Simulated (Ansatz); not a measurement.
# What CdInCl3 (model cell, started as cubic perovskite with Cd in the octahedra) distorts into, part 3 of 3

Wanted: the energy along a soft mode of CdInCl3 (model cell, started as cubic perovskite with Cd in the octahedra) and the structure at the end.

Ansatz 0.2.0; DFT PBEsol, scalar-relativistic, plane waves, PAW; PAW set soft_1.

So far. Step 5 (Energy along the mode, all amplitudes (two of the runs …): The lowest of the steps tried is at 0.45 Å, 24.0 meV/atom below the parent; the bottom of the well need not coincide with a step. Step 7 (The new phase in its own primitive cell): The largest force component left is 0.88 meV/Å and the pressure is 0.001 GPa, within the tolerances set. The cell now holds 26.28 Å³/atom. The relaxed cell has a = 7.288, c = 17.141 Å (conventional setting).

The structure was built from a prototype and need not be the compound's stable phase.

## 8. Modes of the new phase

A relaxed structure may still be a saddle point, so its zone-centre modes are computed. The response to a homogeneous field gives the Born charges and the dielectric tensor.

Input file input.yaml:

```yaml
crystal:
  lattice:
    - [3.6439670613, 2.1038453638, 5.7135873818]
    - [-3.6439670613, 2.1038453638, 5.7135873818]
    - [0.0, -4.2076907275, 5.7135873818]
  atoms:
    - { symbol: In, position: [0.75, 0.75, 0.75] }
    - { symbol: In, position: [0.25, 0.25, 0.25] }
    - { symbol: Cd, position: [0.5, 0.5, 0.5] }
    - { symbol: Cd, position: [0.0, 0.0, 0.0] }
    - { symbol: Cl, position: [0.6758193842, 0.25, 0.8241806158] }
    - { symbol: Cl, position: [0.3241806158, 0.75, 0.1758193842] }
    - { symbol: Cl, position: [0.8241806158, 0.6758193842, 0.25] }
    - { symbol: Cl, position: [0.1758193842, 0.3241806158, 0.75] }
    - { symbol: Cl, position: [0.75, 0.1758193842, 0.3241806158] }
    - { symbol: Cl, position: [0.25, 0.8241806158, 0.6758193842] }
kpoints:
  mp_grid: { grid: [6, 6, 6] }
hamiltonian:
  xc: pbesol
  pseudopotentials: { kind: paw, azcp: { folder: soft_1 }, xc_functional: pbe }
scf:
  occupations: { method: fixed }
output:
  eigenvalues: true
phonons:
  method: dfpt
  dielectric: true
  rigid_motions: translations
```

Run with:

```console
$ ansatz run input.yaml --threads 4 --pin off --max-ram 16384MiB --backend cpu --events-out ev --progress --plain --runs-dir out
```

Numbers of over 12 decimals in the logs are rounded to 6 here.

What it wrote:

```text
[...]
Crystal: 10 atoms, lattice volume = 262.814 Å³
Basis set: ecut = 420 eV, 5107 PW (Γ), exchange–correlation on 96×96×96 points (8 copies of the dense FFT grid, shifted against one another)
Bands: 65, of which v1, the nominal top of the filled ones, is band 54 counted from 1 (53 counted from 0)
Symmetry: 12 space group operations
k-points: 112 of 216 (irreducible under 1 space group operation, time reversal used)
[...]
SCF iter   1: F=—  HF=-33796.596213 eV  |F-HF|=—  |Δ(HF+E_count)|=         —  Δρ=5.31e-2  dr2=8.71e0  ethr=3.10e-3  ⟨swp⟩=4.9  Hψ=23616  notcnv=0  defer=893
[...]
SCF iter  11: F=-33793.238223 eV  HF=-33793.238223 eV  |F-HF|=1.46e-11  |Δ(HF+E_count)|=  1.75e-10  Δρ=1.03e-7  dr2=2.63e-11  ethr=1.00e-12  ⟨swp⟩=20.0  Hψ=52961  notcnv=0
SCF 1 converged in 11 iterations: F = -33793.238223 eV  dr2 = 2.63e-11
[...]
NSCF: frozen V_eff on 6 k-points
DFPT response loops at Γ: preconditioner auto → Resta (q_TF=auto, 2.352 Å⁻¹)  ε∞=5.9 (no band partly filled); β = 1.00, the filter's whole step (`scf.mixing.beta` (0.50) is not read by the response loops at its default; to damp them type it under 1.00, their step now; it binds the ground state too); Broyden in place of MSR1
── the response to a field inside a basis, on 6×6×6 k-points: an SCF that follows is theirs, and a resumed run solves both again ──
Bands: 55, of which v1, the nominal top of the filled ones, is band 54 counted from 1 (53 counted from 0)
k-points: 28 of 216
[...]
Eigensolver: Dense (28 Hₖ)
SCF iter   1: F=—  HF=-33792.893005 eV  |F-HF|=—  |Δ(HF+E_count)|=         —  Δρ=6.34e-4  dr2=4.00e-4  ethr=1.00e-1
[...]
SCF iter   5: F=-33792.893110 eV  HF=-33792.893110 eV  |F-HF|=8.34e-8  |Δ(HF+E_count)|=   2.05e-7  Δρ=5.11e-6  dr2=9.57e-8  ethr=7.43e-10
SCF 1 converged in 5 iterations: F = -33792.893110 eV  dr2 = 9.57e-8
[...]
SCF converged after 11 iterations
Free energy (F): -33793.238223 eV
[...]
Internal energy: -33793.238223 eV  (E = F + TS)
E sigma→0 (E₀):  -33793.238223 eV
Fermi energy:    4.689189 eV
[...]
--- Band table (eV; the first three rows and the last of 112) ---
  k-point 0: bands = [... 50 lower, 3.6565, 3.8588, 3.8588, 4.0739, 6.3916, 9.7520, 10.0188, 10.0899, ... 7 higher]
  k-point 1: bands = [... 50 lower, 3.6648, 3.7642, 4.0507, 4.1518, 6.5822, 9.4749, 9.5903, 9.8111, ... 7 higher]
  k-point 2: bands = [... 50 lower, 3.3879, 3.6051, 4.2786, 4.3657, 7.1778, 8.8375, 8.8947, 9.2710, ... 7 higher]
  k-point 111: bands = [... 50 lower, 3.2138, 3.2138, 4.6762, 4.6762, 8.2076, 8.2076, 8.4139, 8.4139, ... 7 higher]
--- Phonons (Γ-DFPT): 6 representative perturbations + reference, on 112 of 216 k-points (Σ response iterations 22) ---
  k mesh reduced under 1 symmetry operation, with k and −k counted as one. Each operation leaves every solved perturbation unchanged. A smaller set is not considered because the run solves the response to a homogeneous field
  ASR residual: 8.406e-5 → 0.000e0 eV/Å²; symmetrization residual: 2.275e-5 eV/Å²
  ASR residual per site (eV/Å²): 1.24e-6 1.24e-6 2.04e-5 2.04e-5 6.41e-5 6.41e-5 8.41e-5 8.41e-5 6.41e-5 6.41e-5
  Γ frequencies (cm⁻¹): -36.99 -30.79 -30.79 -18.45 0.00 0.00 0.00 21.30 21.30 51.26 56.73 56.73 59.78 59.78 81.54 88.48 88.48 102.57 110.02 116.96 116.96 136.80 136.80 140.88 147.38 147.38 220.65 243.10 243.10 282.94
  ε∞ (high-frequency dielectric tensor):
        4.589899     0.000000     0.000000
        0.000000     4.589899    -0.000000
        0.000000    -0.000000     4.380476
  softest optical mode at Γ: -36.99 cm⁻¹; the repairs (sum rule, projections) moved no ω² at Γ by more than (2.44 cm⁻¹)²
  Born effective charges Z* (e; rows j = field, columns β = displacement):
    site 0:
         2.14870   -0.00000    0.00000
         0.00000    2.14870   -0.00000
         0.00000   -0.00000    1.65435
    site 1:
         2.14870    0.00000    0.00000
        -0.00000    2.14870   -0.00000
         0.00000   -0.00000    1.65435
    site 2:
         2.74345   -0.00261    0.00000
         0.00261    2.74345   -0.00000
        -0.00000   -0.00000    2.62759
    site 3:
         2.74345    0.00261   -0.00000
        -0.00261    2.74345   -0.00000
         0.00000   -0.00000    2.62759
    site 4:
        -1.69461    0.11067   -0.31316
         0.11067   -1.56682    0.18080
        -0.35528    0.20512   -1.42731
    site 5:
        -1.69461    0.11067   -0.31316
         0.11067   -1.56682    0.18080
        -0.35528    0.20512   -1.42731
    site 6:
        -1.50292   -0.00000   -0.00000
        -0.00000   -1.75851   -0.36161
        -0.00000   -0.41025   -1.42731
    site 7:
        -1.50292   -0.00000   -0.00000
        -0.00000   -1.75851   -0.36161
        -0.00000   -0.41025   -1.42731
    site 8:
        -1.69461   -0.11067    0.31316
        -0.11067   -1.56682    0.18080
         0.35528    0.20512   -1.42731
    site 9:
        -1.69461   -0.11067    0.31316
        -0.11067   -1.56682    0.18080
         0.35528    0.20512   -1.42731
  Z* charge neutrality: 2.836e-2 e pre-enforcement
  solved inside a basis spanned on kpoints, on 6×6×6 k-points, its susceptibility summed on 10×10×10: ε∞ is read to err by 1.3e-2, Z* by 3.9e-2 e (field_mesh: kpoints solves on kpoints); Z* is corrected for what the basis lacks
  optical modes at Γ without the LO–TO term, one row a degenerate level:
      ω (cm⁻¹)  modes    IR ((D/Å)²/amu)
        -36.99      1             5.3456
        -30.79      2             0.0000
        -18.45      1             0.0000
         21.30      2             4.5562
         51.26      1             1.7585
         56.73      2             0.0000
         59.78      2             1.9770
[...]
optical modes at Γ + LO–TO along q̂ = [1.0000, 0.0000, 0.0000]:
      ω (cm⁻¹)  modes    IR ((D/Å)²/amu)
[...]
optical modes at Γ + LO–TO along q̂ = [0.0000, 1.0000, 0.0000]:
      ω (cm⁻¹)  modes    IR ((D/Å)²/amu)
[...]
optical modes at Γ + LO–TO along q̂ = [0.0000, 0.0000, 1.0000]:
      ω (cm⁻¹)  modes    IR ((D/Å)²/amu)
[...]
81.54      1             0.0000
         88.48      2            12.3533
        101.88      1             4.0637
        102.57      1             0.0000
        110.02      1             0.0000
        116.96      2             0.0000
        136.80      2             3.5411
        140.88      1             0.0000
        147.38      2             0.0000
        243.10      2             8.8675
        247.98      1             8.3170
        282.94      1             0.0000
```

The job ended after 9.6 min (4 threads of Arm Neoverse V2, shared host; peak memory 6.7 GiB).

Numbers from this step:

```
sum-rule residual before enforcement                    : 8.41e-5 eV/Å²
miss of the charge sum rule                             : 0.02836 e
estimated error of the dielectric tensor                : 0.01325
estimated error of the Born charges                     : 0.03903 e
point group                                             : -3m
highest optical mode at the zone centre (no LO-TO term) : 282.9 cm⁻¹
lowest optical zone-centre mode                         : -36.99 cm⁻¹
mean high-frequency dielectric constant                 : 4.520
largest Born charge (third of the trace)                : 2.705 e
top of the zone-centre spectrum with the field          : 282.9 cm⁻¹
```

Without the LO-TO term. Patterns of degenerate modes are one choice out of their space. The modes at Γ (shares of kinetic energy by element, %) (negative means imaginary):

| mode | frequency (cm⁻¹) | symmetry | In % | Cd % | Cl % |
| --- | --- | --- | --- | --- | --- |
| 1 | -37.0 | A2u | 47 | 0 | 53 |
| 2 | -30.8 | Eg | 22 | 0 | 78 |
| 3 | -30.8 | Eg | 22 | 0 | 78 |
| 4 | -18.4 | A2g | 94 | 0 | 6 |
| 5 | 0.0 | acoustic | 34 | 34 | 32 |
| 6 | 0.0 | acoustic | 34 | 34 | 32 |
| 7 | 0.0 | acoustic | 34 | 34 | 32 |
| 8 | 21.3 | Eu | 37 | 7 | 55 |
| 9 | 21.3 | Eu | 37 | 7 | 55 |
| 10 | 51.3 | A2u | 18 | 54 | 27 |
| 11 | 56.7 | Eg | 78 | 0 | 22 |
| 12 | 56.7 | Eg | 78 | 0 | 22 |
| 13 | 59.8 | Eu | 15 | 43 | 41 |
| 14 | 59.8 | Eu | 15 | 43 | 41 |
| 15 | 81.5 | A2g | 6 | 0 | 94 |
| 16 | 88.5 | Eu | 13 | 17 | 71 |
| 17 | 88.5 | Eu | 13 | 17 | 71 |
| 18 | 102.6 | A1g | 0 | 0 | 100 |
| 19 | 110.0 | A1u | 0 | 65 | 35 |
| 20 | 117.0 | Eg | 0 | 0 | 100 |
| 21 | 117.0 | Eg | 0 | 0 | 100 |
| 22 | 136.8 | Eu | 0 | 88 | 12 |
| 23 | 136.8 | Eu | 0 | 88 | 12 |
| 24 | 140.9 | A1u | 0 | 35 | 65 |
| 25 | 147.4 | Eg | 0 | 0 | 100 |
| 26 | 147.4 | Eg | 0 | 0 | 100 |
| 27 | 220.7 | A2u | 0 | 12 | 88 |
| 28 | 243.1 | Eu | 0 | 11 | 89 |
| 29 | 243.1 | Eu | 0 | 11 | 89 |
| 30 | 282.9 | A2g | 0 | 0 | 100 |

Displacements in mode 1 (-37.0 cm⁻¹), the largest set to 1:
```
In1  0.00  0.00  0.99
In2  0.00  0.00  0.99
Cd3  0.00  0.00 -0.06
Cd4  0.00  0.00 -0.06
Cl5  0.36 -0.21 -1.00
Cl6  0.36 -0.21 -1.00
Cl7  0.00  0.42 -1.00
Cl8  0.00  0.42 -1.00
Cl9 -0.36 -0.21 -1.00
Cl10-0.36 -0.21 -1.00
```

Displacements in mode 23 (136.8 cm⁻¹), the largest set to 1:
```
In1  0.00  0.04  0.00
In2  0.00  0.04  0.00
Cd3  1.00 -0.27  0.00
Cd4 -0.95 -0.40  0.00
Cl5  0.20  0.42 -0.04
Cl6  0.20  0.42 -0.04
Cl7 -0.04  0.07  0.07
Cl8 -0.04  0.07  0.07
Cl9 -0.22  0.44 -0.03
Cl10-0.22  0.44 -0.03
```

Optical modes at the zone centre, without and with the macroscopic field of the longitudinal modes; each column is sorted by frequency, so a row need not hold one and the same mode. Modes with and without the field, by row:

| rank among optical modes | no field (cm⁻¹) | q along (1, 0, 0) (cm⁻¹) | q along (0, 0, 1) (cm⁻¹) |
| --- | --- | --- | --- |
| 1 | -37 | -37 | -30.8 |
| 2 | -30.8 | -30.8 | -30.8 |
| 3 | -30.8 | -30.8 | -18.4 |
| 4 | -18.4 | -18.4 | 21.3 |
| 5 | 21.3 | 21.3 | 21.3 |
| 6 | 21.3 | 38.6 | 36.2 |
| 7 | 51.3 | 51.3 | 56.7 |
| 8 | 56.7 | 56.7 | 56.7 |
| 9 | 56.7 | 56.7 | 59.8 |
| 10 | 59.8 | 59.8 | 59.8 |
| 11 | 59.8 | 64.2 | 81.5 |
| 12 | 81.5 | 81.5 | 88.5 |
| 13 | 88.5 | 88.5 | 88.5 |
| 14 | 88.5 | 102.6 | 101.9 |
| 15 | 102.6 | 110 | 102.6 |
| 16 | 110 | 117 | 110 |
| 17 | 117 | 117 | 117 |
| 18 | 117 | 121.9 | 117 |
| 19 | 136.8 | 136.8 | 136.8 |
| 20 | 136.8 | 140.9 | 136.8 |
| 21 | 140.9 | 147.4 | 140.9 |
| 22 | 147.4 | 147.4 | 147.4 |
| 23 | 147.4 | 162.1 | 147.4 |
| 24 | 220.7 | 220.7 | 243.1 |
| 25 | 243.1 | 243.1 | 243.1 |
| 26 | 243.1 | 265.7 | 248 |
| 27 | 282.9 | 282.9 | 282.9 |

Born charge (rows field, columns displacement) (e), principal values of the symmetric part by kind of site:

| atom | atoms with these values | low | middle | high | mean |
| --- | --- | --- | --- | --- | --- |
| In1 | 2 | 1.65 | 2.15 | 2.15 | 1.98 |
| Cd3 | 2 | 2.63 | 2.74 | 2.74 | 2.70 |
| Cl5 | 6 | -2.01 | -1.50 | -1.17 | -1.56 |

In full for In1:

```
2.15 0.00 0.00
0.00 2.15 0.00
0.00 0.00 1.65
```

High-frequency dielectric tensor:

```
4.59 0.00 0.00
0.00 4.59 0.00
0.00 0.00 4.38
```

Transverse modes; imaginary modes are left out. Lines of the infrared spectrum (strongest = 100):

| position (cm⁻¹) | label | relative intensity |
| --- | --- | --- |
| 21 | Eu | 37 |
| 51 | A2u | 14 |
| 57 | Eg | 0.0 |
| 60 | Eu | 16 |
| 82 | A2g | 0.0 |
| 88 | Eu | 100 |
| 103 | A1g | 0.0 |
| 110 | A1u | 0.0 |
| 117 | Eg | 0.0 |
| 137 | Eu | 29 |
| 141 | A1u | 0.0 |
| 147 | Eg | 0.0 |
| 221 | A2u | 44 |
| 243 | Eu | 72 |
| 283 | A2g | 0.0 |

Before it was imposed, the acoustic sum rule was missed by 8.4e-5 eV/Å² and the charge sum rule by 0.028 e. Small misses are needed for a sound result but don't prove that mesh and cutoff are converged. The lowest optical mode is imaginary, 37.0i cm⁻¹, so the energy falls along it.

## 9. Results

```
unstable mode of the parent                                                      : q = (-0.5, -0.5, -0.5), 71i cm⁻¹
depth at the lowest point sampled                                                : 24.0 meV/atom
largest atomic shift at that point                                               : 0.45 Å
space group reached (within 0.01 Å)                                              : R-3c
energy gained over the parent (first relaxation, on the mesh of the frozen mode) : 28.0 meV/atom
volume per atom, phase reached                                                   : 26.3 Å³
gap on the k-mesh, phase reached                                                 : 1.70 eV
lowest optical zone-centre mode, phase reached                                   : -37.0 cm⁻¹
highest optical mode at the zone centre (no LO-TO term), phase reached           : 283 cm⁻¹
```

In words: Along this mode the structure falls into R-3c, 28.0 meV/atom below the parent. At the parent's cell the well is 24.01 meV/atom deep on the steps tried, with its lowest point at a shift of 0.45 Å. Relaxing atoms and cell changes the gain by +3.97 meV/atom against the lowest step (energies at zero smearing). The new phase still has an imaginary mode at the zone centre of its cell, so it is a saddle point on the way to a lower structure. Of the 4 patterns followed to their end from this parent, this one ends 4.03 meV/atom above the lowest, Imma. Each path keeps the symmetry of its pattern, so a lower phase may lie along a pattern not tried. The PAW files were made for PBE and serve the other functionals too. The starting cell was built on a prototype and not taken from a measurement, so the phase need not exist.

[Logs are printed without paths, hosts, clocks, repeated set-up lines and the standing remarks that a program may print on its own settings, such as how far it seeks lower states.]

[Hosts, paths, dates, database ids (printed as entryN), source tags and the programs' standing remarks are cut or masked in the printed files.]
